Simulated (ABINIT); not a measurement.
# A GW chain in ABINIT: CsPbCl3 (Pm-3m), part 3 of 3

Aim: the G0W0 gap of CsPbCl3 (Pm-3m) on PBEsol, step by step.

ABINIT 10.8.3; PBEsol and many-body steps on it, plane waves. Known limits of the many-body steps: not at the basis limit; no spin-orbit coupling; coarse k mesh.

So far. Step 4 (Empty states on the mesh, 2×2×2 mesh, 156 bands): On this mesh the gap is 1.798 eV. Step 5 (Screening, 2×2×2 mesh, 142 bands, screening to 106.1 eV): Local fields lower ε∞ by 12 %. On a Γ-centred mesh this coarse the value itself is usually too large, while a short band sum pulls it down.

**6. Self-energy, 2×2×2 mesh, 142 bands, screening to 106.1 eV**

The self-energy is evaluated for the states that the input lists, and the levels follow from it, in one-shot runs by the linearised quasiparticle equation.

This step: G0W0 on PBEsol, plane waves, norm-conserving pseudopotentials.

run.abi

```
acell 3*1.0 Angstrom
rprim 
  5.605000000000 0.000000000000 0.000000000000
  0.000000000000 5.605000000000 0.000000000000
  0.000000000000 0.000000000000 5.605000000000
ntypat 3
znucl 55 82 17
natom 5
typat 1 2 3 3 3
xred 
  0.000000000000 0.000000000000 0.000000000000
  0.500000000000 0.500000000000 0.500000000000
  0.500000000000 0.500000000000 0.000000000000
  0.000000000000 0.500000000000 0.500000000000
  0.500000000000 0.000000000000 0.500000000000
pp_dirpath "pseudos"
pseudos "Cs.upf, Pb.upf, Cl.upf"
ecut 32
ngkpt 2 2 2
nshiftk 1
shiftk 0 0 0
kptopt 1
chksymbreak 0
istwfk *1
occopt 1
irdwfk 1
optdriver 4
nband 142
gwcalctyp 0
ecutsigx 32
symsigma 1
nkptgw 2
kptgw 
  0.5000000000 0.5000000000 0.5000000000
  0.0000000000 0.0000000000 0.0000000000
bdgw 
  23 29
  24 29
ecuteps 3.9
irdscr 1
ppmodel 1
indata_prefix "in"
outdata_prefix "out"
tmpdata_prefix "tmp"
```

On the command line:

```
OMP_NUM_THREADS=1 mpirun -n 8 abinit run.abi > log
```

Numbers of over 12 decimals in the logs are rounded to 6 here.

The program printed:

```text
.Version 10.8.3 of ABINIT. v10.8.2 released Aug 2026.

 Symmetries : space group Pm -3 m (#221); Bravais cP (primitive cubic)
[... echo of the input left out ...]
== DATASET  1 ==================================================================
-   mpi_nproc: 8, omp_nthreads: 1 (-1 if OMP is not activated)

--- !DatasetInfo
iteration_state: {dtset: 1, }
dimensions: {natom: 5, nkpt: 4, mband: 142, nsppol: 1, nspinor: 1, nspden: 1, mpw: 10280, }
cutoff_energies: {ecut:  32.0, pawecutdg:  -1.0, }
electrons: {nelect:   5.20000000E+01, charge:   0.00000000E+00, occopt:   1.00000000E+00, tsmear:   1.00000000E-02, }

 SIGMA: Calculation of the GW corrections

 Based on a program developped by R.W. Godby, V. Olevano, G. Onida, and L. Reining.
 Incorporated in ABINIT by V. Olevano, G.-M. Rignanese, and M. Torrent.
.Using double precision arithmetic ; gwpc =  8

[... cell and pseudopotentials left out ...]
--------------------------------------------------------------------------------

 ==== K-mesh for the wavefunctions ====
 Number of points in the irreducible wedge :     4
[... list of points left out ...]
 Together with 48 symmetry operations and time-reversal symmetry
 yields     8 points in the full Brillouin Zone.

 ==== Q-mesh for screening function ====
 Number of points in the irreducible wedge :     4
[... list of points left out ...]
 Together with 48 symmetry operations and time-reversal symmetry
 yields     8 points in the full Brillouin Zone.

 vcoul_init : cutoff-mode = AUXILIARY_FUNCTION
 q-points for optical limit:   1
     1)      0.000010    0.000020    0.000030
 setmesh: FFT mesh size selected  =    54x   54x   54
          total number of points  =       157464

 Number of electrons calculated from density =   52.0000; Expected =   52.0000
 average of density, n =  0.043760
 r_s =    1.7604
 omega_plasma =   20.1788 [eV]

 === KS Band Gaps ===
  >>>> For spin  1
   Minimum direct gap =   1.7985 [eV], located at k-point      :   0.5000  0.5000  0.5000
   Fundamental gap    =   1.7985 [eV], Top of valence bands at :   0.5000  0.5000  0.5000
                                       Bottom of conduction at :   0.5000  0.5000  0.5000
 SIGMA fundamental parameters:
 PLASMON POLE MODEL  1
 number of plane-waves for SigmaX                10251
 number of plane-waves for SigmaC and W            461
 number of plane-waves for wavefunctions         10251
 number of bands                                   142
 number of independent spin polarizations            1
 number of spinorial components                      1
 number of k-points in IBZ                           4
 number of q-points in IBZ                           4
 number of symmetry operations                      48
 number of k-points in BZ                            8
 number of q-points in BZ                            8
 number of frequencies for dSigma/dE                 9
 frequency step for dSigma/dE [eV]                0.25
 number of omega for Sigma on real axis              0
 max omega for Sigma on real axis  [eV]           0.00
 zcut for avoiding poles [eV]                     0.10

 EPSILON^-1 parameters (SCR file):
 dimension of the eps^-1 matrix on file            461
 dimension of the eps^-1 matrix used               461
 number of plane-waves for wavefunctions         10251
 number of bands                                   142
 number of q-points in IBZ                           4
 number of frequencies                               2
 number of real frequencies                          1
 number of imag frequencies                          1

 matrix elements of self-energy operator (all in [eV])

 Perturbative Calculation

--- !SelfEnergy_ee
iteration_state: {dtset: 1, }
kpoint     : [   0.500,    0.500,    0.500, ]
spin       : 1
KS_gap     :    1.799
QP_gap     :    3.178
Delta_QP_KS:    1.379
data: !SigmaeeData |
     Band     E0 <VxcDFT>   SigX SigC(E0)      Z dSigC/dE  Sig(E)    E-E0       E
       23   0.521 -14.108 -18.446   3.187   0.774  -0.293 -14.999  -0.891  -0.370
       24   0.521 -14.108 -18.446   3.187   0.774  -0.293 -14.999  -0.891  -0.370
       25   0.521 -14.108 -18.446   3.187   0.774  -0.293 -14.999  -0.891  -0.370
       26   2.718 -15.636 -17.928   1.916   0.794  -0.260 -15.934  -0.298   2.420
       27   4.516 -10.567  -6.312  -2.938   0.821  -0.218  -9.486   1.081   5.597
       28   4.516 -10.567  -6.312  -2.938   0.821  -0.218  -9.486   1.081   5.597
       29   4.516 -10.567  -6.312  -2.938   0.821  -0.218  -9.486   1.081   5.597

--- !SelfEnergy_ee
iteration_state: {dtset: 1, }
kpoint     : [   0.000,    0.000,    0.000, ]
spin       : 1
KS_gap     :    5.736
QP_gap     :    7.113
Delta_QP_KS:    1.377
data: !SigmaeeData |
     Band     E0 <VxcDFT>   SigX SigC(E0)      Z dSigC/dE  Sig(E)    E-E0       E
       24   0.191 -13.898 -18.229   3.193   0.773  -0.293 -14.777  -0.880  -0.688
       25   0.191 -13.898 -18.229   3.193   0.773  -0.293 -14.777  -0.880  -0.688
       26   0.191 -13.898 -18.229   3.193   0.773  -0.293 -14.777  -0.880  -0.688
       27   5.927  -6.544  -2.712  -3.241   0.842  -0.188  -6.046   0.498   6.425
       28   6.923  -6.728  -2.854  -3.120   0.842  -0.187  -6.093   0.635   7.559
       29   6.923  -6.728  -2.854  -3.120   0.842  -0.187  -6.093   0.635   7.559

== END DATASET(S) ==============================================================
================================================================================

 -outvars: echo values of variables after computation  --------
           etotal      0.0000000000E+00
            nband         142
             nkpt           4
          spgroup         221
 [... the other variables as echoed above ...]

 Calculation completed.
```

The job ended after 13 s (8 MPI ranks of Arm Neoverse V2, shared host; peak memory 2.3 GiB; 99 s of CPU time).

This step gave:

```
G0W0 gap on the points computed              : 3.177 eV
starting gap on the mesh                     : 1.798 eV
k of the valence top                         : 0.5, 0.5, 0.5
k of the conduction bottom                   : 0.5, 0.5, 0.5
Z at the valence top                         : 0.794
Z at the conduction bottom                   : 0.821
least direct G0W0 gap on the computed points : 3.177 eV
```

The gap on the mesh goes from 1.80 eV to 3.18 eV, a correction of +1.38 eV.

Limits: finite bands, cutoff and mesh; no spin-orbit coupling; coarse k mesh. v1 is the top filled band, c1 the lowest empty one. The levels before and after the correction (eV, zero at the valence-band top of each column):

|  | conduction bottom | valence top |
| --- | --- | --- |
| Kohn-Sham | 1.80 | 0.00 |
| G0W0 | 3.18 | 0.00 |

|  | level | energy (eV) |
| --- | --- | --- |
| Kohn-Sham | (0.5 0.5 0.5) v4-v2 | -2.197 |
| Kohn-Sham | (0.5 0.5 0.5) v1 | 0.000 |
| Kohn-Sham | (0.5 0.5 0.5) c1-c3 | 1.798 |
| G0W0 | (0.5 0.5 0.5) v4-v2 | -2.790 |
| G0W0 | (0.5 0.5 0.5) v1 | 0.000 |
| G0W0 | (0.5 0.5 0.5) c1-c3 | 3.177 |

**7. Where the time went**

Times are wall times on 8 MPI ranks of Arm Neoverse V2, shared host, good to a factor of about two.

| step | time | share | memory (GiB) |
| --- | --- | --- | --- |
| ground state | 35 s | 18 % | 0.79 |
| bands along the symmetry lines | 60 s | 30 % | 0.87 |
| empty states on the mesh | 61 s | 31 % | 0.75 |
| screening | 29 s | 15 % | 3.0 |
| self-energy | 13 s | 6 % | 2.3 |

**8. Outcome**

| Item | Value |
| --- | --- |
| PBEsol gap | 1.80 eV, direct |
| G0W0 gap on the mesh | 3.18 eV |
| GW settings | 2×2×2 mesh, 142 bands, screening to 106.1 eV, Godby-Needs plasmon pole |
| known limits | not at the basis limit; no spin-orbit coupling; coarse k mesh |

In words: G0W0 moves the gap on the mesh from 1.80 eV to 3.18 eV (+1.38 eV), with Z of 0.79 and 0.82 at the edges. Local fields lower the RPA ε∞ on this mesh from 9.11 to 8.02; a Γ-centred mesh this coarse tends to raise both, most where the direct gap is narrow, while a short band sum lowers them. Only 2 of the mesh's irreducible points were corrected, so a valley elsewhere could overtake. Bands and cutoff are finite, so the gap is not at the basis limit. The miss can reach some tenths of an eV and take either sign; the mesh is an error of its own. In the G0W0 run levels were corrected at 2 k points alone, so a gap called «on the mesh» is the least over those, and an edge elsewhere would be missed. The 2×2×2 mesh is coarse for this cell, which bears on the long-range parts of exchange and screening. Where an edge is built on 6p states of lead, bismuth or thallium, scalar-relativistic gaps usually stand too wide, by a few tenths to over one eV. This is the ideal cubic cell; many perovskites, halides above all, are cubic only on average, and local tilts or off-centring can widen the gap. The many-body steps are scalar-relativistic: spin-orbit coupling is not in them.

[Paths, hosts, dates, memory and timing lines, banners, echoed tables and standing remarks are left out of the program output.]

[Logs are printed without paths, hosts, clocks, repeated set-up lines and the standing remarks that a program may print on its own settings, such as how far it seeks lower states.]

[Runs of the session that timed out or met a known fault of the program may be left out.]

[Hosts, paths, dates, database ids (printed as entryN), source tags and the programs' standing remarks are cut or masked in the printed files.]

[G0W0 gaps are taken among the corrected bands and points alone; a level outside them can change the order at an edge.]

[Where Ansatz stands beside ABINIT at settings called matched, ABINIT's density can come from a denser mesh and the files from another edition; pairs whose starting gaps differed by over 0.03 eV were left out, so agreement reads better than it is.]
